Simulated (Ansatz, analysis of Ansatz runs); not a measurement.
# Mn2+ on a Ca site in CaO: hyperfine coupling, HSE06 on PBE structures, part 2 of 2

Subject: Mn2+ on a Ca site in CaO. Wanted: its hyperfine coupling, in one set-up (HSE06 on PBE structures, 128-site cell, PBE lattice, 420 eV, k: the single point 1/4 1/4 1/4 then the zone centre alone). The model is a cell of 128 host atoms with 1 Ca taken out and 1 Mn put in. The isotropic coupling follows from the spin density at the nucleus, the nuclear g-factor and the total spin. Exact exchange opens the gap, stiffens bonds and lessens the self-interaction error, at many times the cost.

Ansatz 0.2.0; HSE06 on PBE structures, 128-site cell, PBE lattice, 420 eV, k: the single point 1/4 1/4 1/4 then the zone centre alone.

So far: The structure; Relaxation, charge 0.

## 2. Relaxation, charge 0 (continued)

Level of this step: plane-wave PAW DFT, PBE; relaxation of all atoms of a defect supercell (Ansatz).

Relaxation path:

| step | energy less that of the first step (eV) | largest force component (eV/Å) |
| --- | --- | --- |
| 1 | 0.0000 | 0.3184 |
| 2 | -0.0455 | 0.2521 |
| 3 | -0.0850 | 0.0847 |
| 4 | -0.0893 | 0.0303 |
| 5 | -0.0908 | 0.0016 |

The run keeps the 12 symmetry operations that it works with, so distortions that break them were not tested.

The atoms that moved most (Å):

| atom | dx | dy | dz | length |
| --- | --- | --- | --- | --- |
| O54 | -0.055 | 0.000 | 0.000 | 0.055 |
| O78 | 0.000 | -0.055 | 0.000 | 0.055 |
| O84 | 0.000 | 0.000 | -0.055 | 0.055 |
| O46 | 0.000 | 0.000 | 0.055 | 0.055 |
| O52 | 0.000 | 0.055 | 0.000 | 0.055 |
| O76 | 0.055 | 0.000 | 0.000 | 0.055 |
| Ca83 | 0.021 | 0.021 | 0.000 | 0.030 |
| Ca53 | 0.000 | 0.021 | 0.021 | 0.030 |

Neighbours of Mn85 at the end:

| atom | distance (Å) |
| --- | --- |
| O54 | 2.360 |
| O78 | 2.360 |
| O84 | 2.360 |
| O46 | 2.360 |
| O76 | 2.360 |
| O52 | 2.360 |
| Ca83 | 3.386 |
| Ca77 | 3.386 |
| Ca53 | 3.386 |
| Ca93 | 3.386 |
| Ca87 | 3.386 |
| Ca117 | 3.386 |
| Ca61 | 3.386 |
| Ca79 | 3.386 |
| Ca55 | 3.386 |
| Ca109 | 3.386 |

Numbers from this step:

```yaml
free_energy: -154892.4762 eV
total_moment: 5 μB
integral_of_the_absolute_spin_density: 5.059 μB
spin_contamination: 0.007309
```

The relaxation ends 0.7 meV an atom lower, with a largest force component of 0.0016 eV/Å.

## 3. Contact spin densities

The relaxed structure is kept, and the final numbers are taken at the final level and k-points.

This step: plane-wave PAW DFT, HSE06; single point of a defect supercell on the structure relaxed with PBE.

Input file point/input.yaml:

```yaml
crystal:
  lattice:
    - [0.0, 9.66155723, 9.66155723]
    - [9.66155723, 0.0, 9.66155723]
    - [9.66155723, 9.66155723, 0.0]
  atoms:
    - { symbol: Ca, position: [0.0, 0.0, 0.0] }
    - { symbol: O, position: [0.124968012, 0.124968012, 0.124968012] }
[... 43 atom lines left out ...]
    - { symbol: O, position: [0.377846192, 0.377846192, 0.622149395] }
[... 5 atom lines left out ...]
    - { symbol: O, position: [0.377846192, 0.622149395, 0.377846192] }
    - { symbol: Ca, position: [0.252175648, 0.499998926, 0.499998926] }
    - { symbol: O, position: [0.377850605, 0.622153808, 0.622153808] }
[... 21 atom lines left out ...]
    - { symbol: O, position: [0.622149395, 0.377846192, 0.377846192] }
    - { symbol: Ca, position: [0.499998926, 0.252175648, 0.499998926] }
    - { symbol: O, position: [0.622153808, 0.377850605, 0.622153808] }
[... 4 atom lines left out ...]
    - { symbol: Ca, position: [0.499998926, 0.499998926, 0.252175648] }
    - { symbol: O, position: [0.622153808, 0.622153808, 0.377850605] }
    - { symbol: Mn, position: [0.5, 0.5, 0.5], spin: 5.0 }
[... 1 atom line left out ...]
    - { symbol: Ca, position: [0.500001074, 0.500001074, 0.747824352] }
[... 5 atom lines left out ...]
    - { symbol: Ca, position: [0.500001074, 0.747824352, 0.500001074] }
[... 34 atom lines left out ...]
    - { symbol: O, position: [0.875031988, 0.875031988, 0.875031988] }
basis:
  ecutwfc: 420
  xc_grid: 2
hamiltonian:
  xc: hse06
kpoints:
  mp_grid: { grid: [1, 1, 1] }
magnetization:
  spin_polarized: true
  initial_magnetization: 5
  spin_locking: { lock_magnetization: hard }
scf:
  occupations: { method: fermi_dirac, width: 0.01 }
  max_iter: 120
output:
  forces: true
  efg: {}
  eigenvalues: true
checkpoint:
  read: "../relax.run"
```

Run with:

```bash
ansatz run input.yaml --threads 8 --pin off --max-ram 14131MiB --backend cpu --events-out ev --progress --plain --runs-dir out
```

Numbers of over 12 decimals in the logs are rounded to 6 here.

The log of the run:

```text
[...]
Warning: the atoms were moved onto the symmetric positions of the space group found under crystal.symmetry.tolerance 1.0e-5 (fractional; [...]
Warning: checkpoint.read: the run can stay near the saved state's solution: 42 site(s) moved relative to the saved geometry (max |Δs| = 5.496e-6 fractional); [...]
Warning: checkpoint.read: hamiltonian.xc differs: saved pbe, current hse06; the SCF iterates under this deck's functional from the saved state
[...]
Crystal: 128 atoms, lattice volume = 1803.729 Å³
Basis set: ecut = 420 eV, 35149 PW (Γ), exchange–correlation on 192×192×192 points (8 copies of the dense FFT grid, shifted against one another)
Bands: 645, of which v1, the nominal top of the filled ones, is band 515 counted from 1 (514 counted from 0)
Symmetry: 48 space group operations
[...]
k-points: 1
[...]
atom  52  O  V_zz =    +2.716652   η = 0.0000   by run symmetry: allowed
[...]
atom  53  Ca V_zz =    -0.336506   η = 0.9938   by run symmetry: allowed
[...]
atom  54  O  V_zz =    +2.716652   η = 0.0000   by run symmetry: allowed
[...]
atom  76  O  V_zz =    +2.716652   η = 0.0000   by run symmetry: allowed
[...]
atom  77  Ca V_zz =    -0.336506   η = 0.9938   by run symmetry: allowed
[...]
atom  78  O  V_zz =    +2.716652   η = 0.0000   by run symmetry: allowed
[...]
atom  83  Ca V_zz =    -0.336506   η = 0.9938   by run symmetry: allowed
[...]
atom  84  O  V_zz =    +2.716652   η = 0.0000   by run symmetry: allowed
[...]
atom  85  Mn V_zz =    -0.000000   η = 0.0000   by run symmetry: forbidden
[...]
--- Band table (eV) ---
[...]
[key lines of the parts left out:]
Magnetization: 5.0000 μB (517.0000 up, 512.0000 down)
Free energy (F): -154929.070646 eV
Fermi energy:    9.477309 (↑ 9.508518, ↓ 9.112327) eV
```

Run time: 27 min. Hardware: 8 threads of Arm Neoverse V1, shared host; peak memory 9.5 GiB.

The column dr2 measures how far the density is from self-consistency, as an energy; F and HF (Harris–Foulkes) agree once it is small.

This step gave:

| Property | Result |
| --- | --- |
| free energy | -154929.0706 eV |
| total moment | 5 μB |
| integral of the absolute spin density | 5.076 μB |
| spin contamination | 0.005727 |

The largest moments in the atoms' spheres: Mn85 4.41, O46 0.03, O84 0.03, O54 0.03, O52 0.03, O76 0.03 μB.

Contact couplings A = (2/3) μ0 ge μB gN μN ρs / (2S h), for each element's most abundant magnetic isotope:

| atom | isotope | distance from the centre (Å) | contact spin density (e/Å³) | A (MHz) |
| --- | --- | --- | --- | --- |
| Mn85 | 55Mn | 0.00 | -5.82 | -190.8 |
| O46 | 17O | 2.36 | 0.294 | -5.3 |
| O52 | 17O | 2.36 | 0.294 | -5.3 |
| O54 | 17O | 2.36 | 0.294 | -5.3 |
| O76 | 17O | 2.36 | 0.294 | -5.3 |
| O78 | 17O | 2.36 | 0.294 | -5.3 |
| O84 | 17O | 2.36 | 0.294 | -5.3 |
| Ca47 | 43Ca | 4.83 | 0.0336 | -0.3 |
| Ca59 | 43Ca | 4.83 | 0.0336 | -0.3 |
| Ca63 | 43Ca | 4.83 | 0.0336 | -0.3 |

## 4. Summary of results

```yaml
55mn_isotropic: -190.8 MHz
integral_of_the_absolute_spin_density: 5.08 μB
time_of_the_whole_chain: 31 min on 8 threads
```

55Mn, isotropic: computed -190.8 MHz, measured -242.2 MHz; 51.4 MHz (21 %) smaller in size than the measurement. Only the isotropic (Fermi contact) part is computed, with core polarisation; no vibrational averaging. Limits: the zone centre alone is a coarse sampling for this cell; the structure comes from another functional than the final numbers.

[Logs are printed without paths, hosts, clocks, repeated set-up lines and the standing remarks that a program may print on its own settings, such as how far it seeks lower states.]

[Hosts, paths, dates, database ids (printed as entryN), source tags and the programs' standing remarks are cut or masked in the printed files.]

[For some hosts the program warned that the k-mesh of the response run may be too coarse for force constants and the static dielectric constant; such warnings are not shown here.]
